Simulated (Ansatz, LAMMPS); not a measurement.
**Convergence of a linear-scaling basis for glassy B2O3 (220 atoms)**

Aim: test how closely localised support functions follow the reference on glassy B2O3 (220 atoms), and at what cost. A setting counts as converged where the r.m.s. difference of forces stays under 1 % of the r.m.s. force.

Calculated with Ansatz 0.2.0; Kohn-Sham DFT, LDA, PAW (set soft_2), plane waves.

**Experiments to compare with.** In-situ synchrotron X-ray diffraction of B2O3 glass under compression gave the average B-O distance from the total correlation function, which stays virtually unchanged from ambient pressure up to 5 GPa (“Nature of Structural Transformations in the B2O3 Glass under High   Pressure”, 2008, arxiv:0805.1828): nearest B–O distance 1.35 Å.

## 1. The starting structure

The cell holds 220 atoms: 88 B and 132 O. Cell: a = 13.843 Å, b = 13.843 Å, c = 13.843 Å, α = 90.0°, β = 90.0°, γ = 90.0°. 220 atoms (88 B, 132 O) placed at random at 1.93 g/cm³, melted at 3000 K for 20 ps at fixed volume with the Buckingham and Coulomb pair potential of Guillot and Sator (Geochim. Cosmochim. Acta 71, 1249 (2007)) with the boron terms of Wang et al. (J. Non-Cryst. Solids 498, 294 (2018)). Quenched from 3000 K to 300 K at 100 K/ps and fixed volume, held 10 ps at zero pressure.

Before any run, some limits are plain. The quench rate of 100 K/ps far exceeds what a furnace or splat quench reaches, so expect more defects and frozen-in strain than in a real sample. The starting topology of bonds comes from the classical model, and needn't be the one that DFT or experiment would give. The Brillouin zone is sampled at Γ only, in a cell whose shortest periodic width is 14 Å.

## 2. Making the structure

A classical potential makes the cell, at a small fraction of what the same run would cost in DFT.

This step: classical MD, Buckingham and Coulomb pair potential of Guillot and Sator (Geochim. Cosmochim. Acta 71, 1249 (2007)) with the boron terms of Wang et al. (J. Non-Cryst. Solids 498, 294 (2018)) (LAMMPS 22 Jul 2025 - Update 4).

in.lmp

```
# melt-quench of B88O132
units metal
atom_style charge
boundary p p p
region box block 0 13.8034 0 13.8034 0 13.8034
create_box 2 box
mass 1 10.8100   # B
mass 2 15.9990   # O
create_atoms 1 random 88 655784 NULL overlap 1.5 maxtry 2000
create_atoms 2 random 132 655791 NULL overlap 1.5 maxtry 2000
pair_style buck/coul/long 9.0
pair_coeff * * 0.0 1.0 0.0
pair_coeff 1 2 206941.81 0.124 35.0018   # B-O
pair_coeff 2 2 9022.79 0.265 85.0921   # O-O
pair_coeff 1 1 484.40 0.35 0.0   # B-B
set type 1 charge 1.4175
set type 2 charge -0.945
kspace_style pppm 1.0e-4
neigh_modify delay 0 every 1 check yes
thermo_style custom step time temp pe press density
thermo_modify norm yes
timestep 0.001
thermo 100
min_style cg
minimize 1e-4 1e-4 200 2000
reset_timestep 0
velocity all create 3000 655785 mom yes dist gaussian
fix lim all nve/limit 0.05
fix lan all langevin 3000 3000 0.1 655786 zero yes
thermo 500
run 1000 post no
unfix lim
unfix lan
thermo 3333
fix md all nvt temp 3000 3000 0.1
run 20000 post no
unfix md
thermo 2700
fix md all nvt temp 3000 300 0.1
run 27000 post no
unfix md
thermo 3333
fix md all npt temp 300 300 0.1 iso 0 0 1
run 10000 post no
unfix md
write_dump all custom glass.dump id type xs ys zs modify sort id
```

Launch:

```
$ lmp -in in.lmp -log none -nocite
```

Standard output:

```text
LAMMPS (22 Jul 2025 - Update 4)
Created orthogonal box = (0 0 0) to (13.8034 13.8034 13.8034)
Created 88 atoms
Created 132 atoms
PPPM initialization ...
  G vector (1/distance) = 0.33013026
  grid = 12 12 12
  estimated relative force accuracy = 5.353849e-05
   Step          Time           Temp          PotEng         Press         Density
         0   0              0              2.9452246      1436232        1.9340105
       100   0.1            0             -11.594245     -6018.1845      1.9340105
       116   0.116          0             -11.648244     -398.89103      1.9340105
Loop time of 0.154093 s on 1 MPI rank(s) for 116 steps with 220 atoms
Minimization stats:
  Stopping criterion = energy tolerance
  Energy initial, next-to-last, final =
      2.94522459396364  -11.6475157422634  -11.6482440741685
  Force two-norm initial, final = 699.75921 5.2350018
  Iterations, force evaluations = 116 175
   Step          Time           Temp          PotEng         Press         Density
         0   0              3000          -11.648244      34090.926      1.9340105
       500   0.5            2698.0961     -11.374501      13171.526      1.9340105
      1000   1              2871.1885     -11.420862      19626.836      1.9340105
Loop time of 0.677105 s on 1 MPI rank(s) for 1000 steps with 220 atoms
   Step          Time           Temp          PotEng         Press         Density
      1000   1              2871.1885     -11.420862      19626.836      1.9340105
      3333   3.333          2842.0498     -11.478247      12962.03       1.9340105
      6666   6.666          3293.7922     -11.448988     -8301.945       1.9340105
      9999   9.999          2885.6233     -11.4383        25933.715      1.9340105
     13332   13.332         2983.0834     -11.507805      1887.7314      1.9340105
     16665   16.665         3118.8808     -11.447461      1710.2657      1.9340105
[... 2 lines left out ...]
Loop time of 13.2469 s on 1 MPI rank(s) for 20000 steps with 220 atoms
   Step          Time           Temp          PotEng         Press         Density
[... 12 lines left out ...]
Loop time of 17.0746 s on 1 MPI rank(s) for 27000 steps with 220 atoms
   Step          Time           Temp          PotEng         Press         Density
[... 1 line left out ...]
     49995   49.995         304.63386     -11.84546      -1949.8796      1.9746591
     53328   53.328         315.52623     -11.844642      776.88103      1.953681
     56661   56.661         277.78489     -11.845786     -5613.9731      1.9525121
     58000   58             281.78057     -11.845392     -20002.41       1.9172733
Loop time of 7.16388 s on 1 MPI rank(s) for 10000 steps with 220 atoms
```

The job ended after 38 s (1 thread of AMD EPYC 9R45, shared host; peak memory 0.081 GiB).

## 3. Plane-wave single point

The first run fixes the reference, at a cutoff of 420 eV.

input.yaml

```yaml
crystal:
  lattice:
    - [13.84345, 0.0, 0.0]
    - [0.0, 13.84345, 0.0]
    - [0.0, 0.0, 13.84345]
  atoms:
    - { symbol: B, position: [0.63039, 0.12613, 0.4328] }
    - { symbol: B, position: [0.3082, 0.21487, 0.9907] }
    - { symbol: B, position: [0.9046, 0.89146, 0.45137] }
    - { symbol: B, position: [0.03666, 0.20052, 0.74171] }
    - { symbol: B, position: [0.03778, 0.68796, 0.52651] }
    - { symbol: B, position: [0.30721, 0.77588, 0.83688] }
    - { symbol: B, position: [0.60147, 0.2492, 0.97459] }
    - { symbol: B, position: [0.33484, 0.51325, 0.4272] }
    - { symbol: B, position: [0.06374, 0.7515, 0.34607] }
    - { symbol: B, position: [0.40594, 0.04923, 0.20589] }
    - { symbol: B, position: [0.97352, 0.51894, 0.1526] }
    - { symbol: B, position: [0.72914, 0.87334, 0.87675] }
    - { symbol: B, position: [0.11033, 0.82908, 0.71523] }
    - { symbol: B, position: [0.1766, 0.62251, 0.27612] }
    - { symbol: B, position: [0.73971, 0.78941, 0.46444] }
    - { symbol: B, position: [0.22679, 0.3548, 0.40232] }
    - { symbol: B, position: [0.70019, 0.88284, 0.19742] }
    - { symbol: B, position: [0.6781, 0.65572, 0.96621] }
    - { symbol: B, position: [0.48888, 0.58612, 0.32486] }
    - { symbol: B, position: [0.61478, 0.33284, 0.29553] }
    - { symbol: B, position: [0.89792, 0.02696, 0.30471] }
    - { symbol: B, position: [0.58416, 0.74304, 0.11518] }
    - { symbol: B, position: [0.8026, 0.02631, 0.64476] }
    - { symbol: B, position: [0.00149, 0.36482, 0.64273] }
    - { symbol: B, position: [0.35562, 0.49988, 0.89806] }
    - { symbol: B, position: [0.87504, 0.6742, 0.64406] }
    - { symbol: B, position: [0.7514, 0.14533, 0.28976] }
    - { symbol: B, position: [0.09237, 0.15241, 0.28626] }
    - { symbol: B, position: [0.99435, 0.70427, 0.07703] }
    - { symbol: B, position: [0.98133, 0.41541, 0.94467] }
    - { symbol: B, position: [0.10876, 0.56756, 0.9478] }
    - { symbol: B, position: [0.87008, 0.96509, 0.13295] }
    [... 182 atom lines left out ...]
    - { symbol: O, position: [0.35608, 0.27983, 0.23838] }
    - { symbol: O, position: [0.85329, 0.00992, 0.73] }
    - { symbol: O, position: [0.18328, 0.59931, 0.00783] }
    - { symbol: O, position: [0.03626, 0.74579, 0.44396] }
    - { symbol: O, position: [0.9112, 0.96222, 0.37991] }
    - { symbol: O, position: [0.04956, 0.92829, 0.01457] }
kpoints:
  mp_grid: { grid: [1, 1, 1] }
hamiltonian:
  xc: lda
scf:
  occupations: { method: fermi_dirac, width: 0.025 }
output:
  forces: true
  stress: true
  populations: true
  dos:
    method: { smearing: { sigma: 0.08 } }
    de: 0.1
    projected: { site_lists: { B: [B], O: [O] } }
  eigenvalues: true
  write_density: true
  write_potential: true
  volumetric_format: npy
```

Launch:

```
$ ansatz run input.yaml --threads 8 --pin off --max-ram 15872MiB --backend cpu --events-out ev --progress --plain --runs-dir out
```

Standard output:

```text
Engine: ansatz 0.2.0, x86_64-unknown-linux-gnu
Pseudopotentials: kind: paw
Pseudopotential: B, paw, valence charge 3, recommended cutoff 420 eV (normal), B.paw.azcp
Pseudopotential: O, paw, valence charge 6, recommended cutoff 420 eV (normal), O.paw.azcp
Functional definition: SPW92
  exchange = slater_x
  correlation = pw_c
Crystal: 220 atoms, lattice volume = 2652.974 Å³
Basis set: ecut = 420 eV, 51867 PW (Γ)
Bands: 748, of which v1, the nominal top of the filled ones, is band 528 counted from 1 (527 counted from 0)
Symmetry: 1 space group operations
Space group: P1 (ITA 1), of the structure as read, at distance tolerance 1.4e-4 Å
k-points: 1
Non-local potential: B, projectors of the file, l = 0: 2, l = 1: 2, l = 2: 1
Non-local potential: O, projectors of the file, l = 0: 2, l = 1: 2, l = 2: 1
PAW form: soft (Blöchl's): semilocal exchange-correlation on the pseudo side does not see the compensation charge
PAW frozen core: B, regenerated for the run's functional, and the local potential with it (the file was generated under x = pbe(κ = 0.804, μ = 0.219515), c = pbe(β = 0.066725))
PAW frozen core: O, regenerated for the run's functional, and the local potential with it (the file was generated under x = pbe(κ = 0.804, μ = 0.219515), c = pbe(β = 0.066725))
PAW one-centre angular grid: B, 110 points (default); XC on 64 Gauss nodes
PAW one-centre angular grid: O, 110 points (default); XC on 64 Gauss nodes
Initial density: superposition of atomic densities (neutral atoms: chi_scale 0, normalization atom), corrected by the library's trained network
Initial wavefunctions: pseudopotential atomic-orbital guess
Functional: x = slater, c = lda
SCF iter   1: F=—  HF=-86625.184249 eV  |F-HF|=—  |Δ(HF+E_count)|=         —  Δρ=1.43e-2  dr2=5.28e0  ethr=1.77e-3  ⟨swp⟩=6.0  Hψ=3263  notcnv=0  defer=143
preconditioner: auto → Resta (q_TF=auto, 2.340 Å⁻¹)  ε∞=3.1  [insulator: Δε(μ)=2.586 eV  Ē_g=16.084 eV  σ=0.025 eV  W_gap=1.00  n_scr=586 (ndim 8)  ℏωp=23.4 eV  f_vac=0.202  D(μ)=0.00/eV (n_scr^D=0)  ε∞_Penn≈3.1]
SCF iter   2: F=—  HF=-86623.749845 eV  |F-HF|=—  |Δ(HF+E_count)|=    1.43e0  Δρ=4.30e-3  dr2=3.65e-1  ethr=5.00e-4  ⟨swp⟩=2.0  Hψ=1263  notcnv=0  defer=214
SCF iter   3: F=—  HF=-86623.654622 eV  |F-HF|=—  |Δ(HF+E_count)|=   9.52e-2  Δρ=1.94e-3  dr2=1.35e-1  ethr=3.46e-5  ⟨swp⟩=5.0  Hψ=1064  notcnv=0  defer=214
SCF iter   4: F=—  HF=-86623.609456 eV  |F-HF|=—  |Δ(HF+E_count)|=   4.52e-2  Δρ=5.74e-4  dr2=9.03e-3  ethr=1.28e-5  ⟨swp⟩=4.0  Hψ=941  notcnv=0  defer=214
SCF iter   5: F=—  HF=-86623.608478 eV  |F-HF|=—  |Δ(HF+E_count)|=   9.78e-4  Δρ=3.10e-4  dr2=2.45e-3  ethr=8.56e-7  ⟨swp⟩=3.0  Hψ=1399  notcnv=0  defer=212
SCF iter   6: F=—  HF=-86623.608352 eV  |F-HF|=—  |Δ(HF+E_count)|=   1.26e-4  Δρ=7.51e-5  dr2=2.08e-4  ethr=2.32e-7  ⟨swp⟩=2.0  Hψ=936  notcnv=0  defer=212
SCF iter   7: F=—  HF=-86623.608413 eV  |F-HF|=—  |Δ(HF+E_count)|=   6.10e-5  Δρ=4.32e-5  dr2=4.46e-5  ethr=1.97e-8  ⟨swp⟩=2.0  Hψ=1064  notcnv=0  defer=212
SCF iter   8: F=—  HF=-86623.613066 eV  |F-HF|=—  |Δ(HF+E_count)|=   4.65e-3  Δρ=1.07e-5  dr2=3.92e-6  ethr=4.22e-9  ⟨swp⟩=3.0  Hψ=1069  notcnv=0  defer=212
SCF iter   9: F=—  HF=-86623.613071 eV  |F-HF|=—  |Δ(HF+E_count)|=   4.46e-6  Δρ=5.85e-6  dr2=8.82e-7  ethr=3.71e-10  ⟨swp⟩=3.0  Hψ=1065  notcnv=0  defer=212
SCF iter  10: F=—  HF=-86623.613071 eV  |F-HF|=—  |Δ(HF+E_count)|=   3.63e-7  Δρ=2.03e-6  dr2=1.32e-7  ethr=8.36e-11  ⟨swp⟩=3.0  Hψ=1065  notcnv=0  defer=212
SCF iter  11: F=-86623.613071 eV  HF=-86623.613071 eV  |F-HF|=2.16e-8  |Δ(HF+E_count)|=   1.08e-7  Δρ=6.20e-7  dr2=1.77e-8  ethr=9.47e-12  ⟨swp⟩=23.0  Hψ=6926  notcnv=0
SCF 1 converged in 11 iterations: F = -86623.613071 eV  dr2 = 1.77e-8
  greatest PAW one-centre occupation: 0.858 electrons in one spin orbital (limit 2), on the O atom at site 115 (counted from 0), in its partial waves of l = 0
SCF converged after 11 iterations
Free energy (F): -86623.613071 eV
Harris-Foulkes:  -86623.613071 eV  (|F-HF|=2.16e-8)
Internal energy: -86623.613071 eV  (E = F + TS)
E sigma→0 (E₀):  -86623.613071 eV
Fermi energy:    3.310026 eV
--- Per-component energies (eV) ---
  E_band       = -7297.523929
  E_kinetic    = 27114.289922
  E_local      = -80962.989111  (includes V_loc(G=0)·N_el)
  E_nonlocal   = 7663.844377
  E_hartree    = 29735.957949
  E_xc         = -12118.143291
  E_vxc        = -15313.269850  (∫ρ·V_xc dr)
  E_paw        = -25929.524558  (= ΣΔE_a)
  E_vpaw       = -5271.669288  (= ΣTr[D̂ρ^β])
  E_aug_tail   = 0.344456  (compensation charges beyond the density's cutoff)
  E_ewald      = -32144.219869
  E_core_change = 16.827054  (= ΣΔE_core)
  E_smearing   = -0.000000  (= −TS)
  E_closure    = 0.000000  (closes the sum)
  Σ components = -86623.613071   (vs F -86623.613071, Δ=0.00e0)
--- Forces (eV/Å), atoms counted from 1 ---
  atom   1  B      2.41069859    -0.13611298    -1.05155148
  atom   2  B     -1.56875552     0.09472184     0.19616710
  atom   3  B     -1.28344428     0.28680936    -0.46819228
  atom   4  B      0.83420862     0.03313860     0.32315460
  atom   5  B      0.56138554    -0.78919000    -0.13032486
  atom   6  B     -0.20167570    -0.25559742     0.70235364
  atom   7  B      2.22095892     0.23119062    -0.02043675
  atom   8  B     -1.75943793    -0.40572113     0.51984745
  atom   9  B      2.77472587    -0.63109475     0.46772754
  atom  10  B     -1.62093937    -0.15964352     1.11711141
  atom  11  B     -0.20139441     2.31665611     1.31645320
  atom  12  B      0.55321953    -2.67359730     0.38025069
  atom  13  B     -2.27108245    -0.09065983     1.51892331
  atom  14  B     -1.11441108     0.86762616     0.89953283
[...]
atom 219  O      0.24420371     0.16849948     0.26354596
  atom 220  O      0.56002308    -0.10982251    -0.03352632
  max |Σ_I F_I| component: 2.08e-4 eV/Å
--- Stress (GPa, compression-positive) ---
      -16.970797      -0.012977       0.186985
       -0.012977     -15.993164      -0.608185
        0.186985      -0.608185     -15.604226
  P = ⅓ Tr σ = -16.1894 GPa (-161.894 kbar)
--- Band table (eV) ---
  k-point 0: bands = ["-22.6526", "-19.7837", "-19.7342", "-19.6168", [... 732 levels ...], "12.5213", "12.5785", "12.5984", "12.6258", "12.6592", "12.6783", "12.6953", "12.7055", "12.7343", "12.7834", "12.8119", "12.8280"]
--- Löwdin populations: 220 sites ---
  site symbol       q [e]
     0      B      2.3542
     1      B      2.3599
     2      B      2.3507
[...]
219      O      6.3410
  spilling = 0.008815 (of n_electrons = 1056.000000)
```

It took 19 s on 8 threads of AMD EPYC 9R45, shared host; peak memory 4.5 GiB; 2.4 min of CPU time.

In the SCF lines HF is the Harris–Foulkes energy and dr2 the Hartree energy of the density residual, in eV; the loop may stop once dr2 is under the threshold and the program's other checks hold. Hψ counts applications of the Hamiltonian.

Numbers from this run:

| Property | Result |
| --- | --- |
| free energy | -86623.6131 eV |
| free energy per atom | -393.7437 eV/atom |
| SCF cycles | 11 |
| pressure | -16.19 GPa |
| r.m.s. force component | 0.9518 eV/Å |
| longest force | 4.479 eV/Å |
| Fermi energy | 3.31 eV |
| gap (highest filled to lowest empty level) | 1.61 eV |
| spilling of the projection | 0.008815 |

Neighbours are counted within 1.82 Å (O-B).

Length of the force by element and coordination:

```csv
element,coordination,atoms,mean length of the force (eV/Å),spread,least,most
B,all,88,1.94,0.980,0.154,4.48
B,3,87,1.95,0.984,0.154,4.48
B,4,1,1.46,0,1.46,1.46
O,all,132,1.02,0.581,0.228,3.45
O,2,131,1.02,0.583,0.228,3.45
O,3,1,1.24,0,1.24,1.24
```

Löwdin charges by element and coordination (they lack the spilled electrons, 0.042 e an atom on average):

```
element  coordination  atoms  mean charge (e)  spread   least    most
      B           all     88            0.646  0.0199   0.575   0.706
      B             3     87            0.647  0.0185   0.594   0.706
      B             4      1            0.575       0   0.575   0.575
      O           all    132           -0.360   0.021  -0.443  -0.237
      O             2    131           -0.361  0.0181  -0.443  -0.320
      O             3      1           -0.237       0  -0.237  -0.237
```

Density of states as counts of states in windows of 1 eV (from the Fermi level), total and the larger projections:

| from (eV) | to (eV) | total | O p | B p | B s |
| --- | --- | --- | --- | --- | --- |
| -14 | -13 | 1.9 | 1.4 | 0.2 | 0.3 |
| -13 | -12 | 27.2 | 19.6 | 1.7 | 5.5 |
| -12 | -11 | 52.0 | 36.8 | 5.2 | 8.9 |
| -11 | -10 | 62.1 | 42.8 | 12.0 | 5.8 |
| -10 | -9 | 92.3 | 62.6 | 25.5 | 2.4 |
| -9 | -8 | 26.6 | 17.9 | 7.8 | 0.4 |
| -8 | -7 | 38.8 | 26.1 | 11.3 | 0.2 |
| -7 | -6 | 73.9 | 54.2 | 16.8 | 0.2 |
| -6 | -5 | 94.7 | 78.5 | 12.5 | 0.2 |
| -5 | -4 | 139.7 | 128.0 | 7.4 | 0.3 |
| -4 | -3 | 128.1 | 122.7 | 3.0 | 0.2 |
| -3 | -2 | 43.0 | 41.5 | 0.8 | 0.1 |
| -2 | -1 | 7.6 | 7.2 | 0.3 | 0.0 |
| -1 | 0 | 2.0 | 1.9 | 0.1 | 0.0 |
| 0 | 1 | 2.0 | 0.3 | 1.4 | 0.2 |
| 1 | 2 | 4.1 | 0.6 | 3.0 | 0.3 |
| 2 | 3 | 40.0 | 6.2 | 28.5 | 2.5 |
| 3 | 4 | 59.4 | 10.4 | 36.5 | 5.4 |
| 4 | 5 | 61.9 | 11.7 | 33.7 | 6.5 |

The curve was stored every 0.10 eV, coarse against its broadening of 0.08 eV, so these counts are rough.

Between -26 and -14 eV lie 266 more states.

The levels nearest the highest filled one (over half full), pooled over k-points and spins:

```
level less the highest filled one (eV)  occupation
                                 -1.33           2
                                 -1.16           2
                                 -1.02           2
                                -0.587           2
                                -0.484           2
                                     0           2
                                  1.61           0
                                  2.04           0
                                  2.73           0
                                  2.85           0
                                  2.92           0
                                  2.98           0
```

Electrostatic potential energy in the bc plane at fractional x = 0.050, with atoms of B and O within 0.2 Å of it. With pseudopotentials it is smooth inside the atoms' cores, unlike the true potential.

Ten even steps from '0' (-44 eV) to '9' (9 eV), each cell a mean:
```
9989700057789999972027888999999999997568
9999965689999999972127887678999999999999
9999999999999999998889994005889999999999
9999999999999999999999997445358999999999
9999999767899999999999999987543489999999
9999997101699999999999999999820048899999
9999997212689999999999999999974578889999
9999998878767877899999999999999988899999
9999999999988866799999999999999999888899
9999999999999962259999999987789999863368
8999889999999950038999999851148999820038
8865568999999985236899999840037899863378
8610179999999984000789999987511489999999
9864589999999987425899999999610389999999
9986469999999999889999999999841479999999
9997678899999999999999999987600067899999
9999864653589999999999999844664675689999
9999875630389999999999999987999998899999
9999999988899999854699999999999999999999
9999999999999999600179999999999999999999
9999999999999999853589998999998789888999
9999999999999999999999997898761027767899
9999999987789999999999999998875468874248
9999963575578999999899999999999999971006
```
Columns run along b (13.8 Å; values clipped at the 3rd and 97th percentile), rows up along c (13.8 Å). Atoms in or near the plane, at fractional coordinates: B at (0.20, 0.74), B at (0.69, 0.53), B at (0.75, 0.35), B at (0.91, 0.55), B at (0.42, 0.46), O at (0.45, 0.17), O at (0.15, 0.97), O at (0.76, 0.76), O at (0.48, 0.95), O at (0.39, 0.56), O at (0.75, 0.44), O at (0.93, 0.01).

[end of part 1 of 2]

[Long decimals in the printed logs are rounded to 6 places.]

[Logs are printed without paths, hosts, clocks, repeated set-up lines and the standing remarks that a program may print on its own settings, such as how far it seeks lower states.]

[Hosts, paths, dates, database ids (printed as entryN), source tags and the programs' standing remarks are cut or masked in the printed files.]
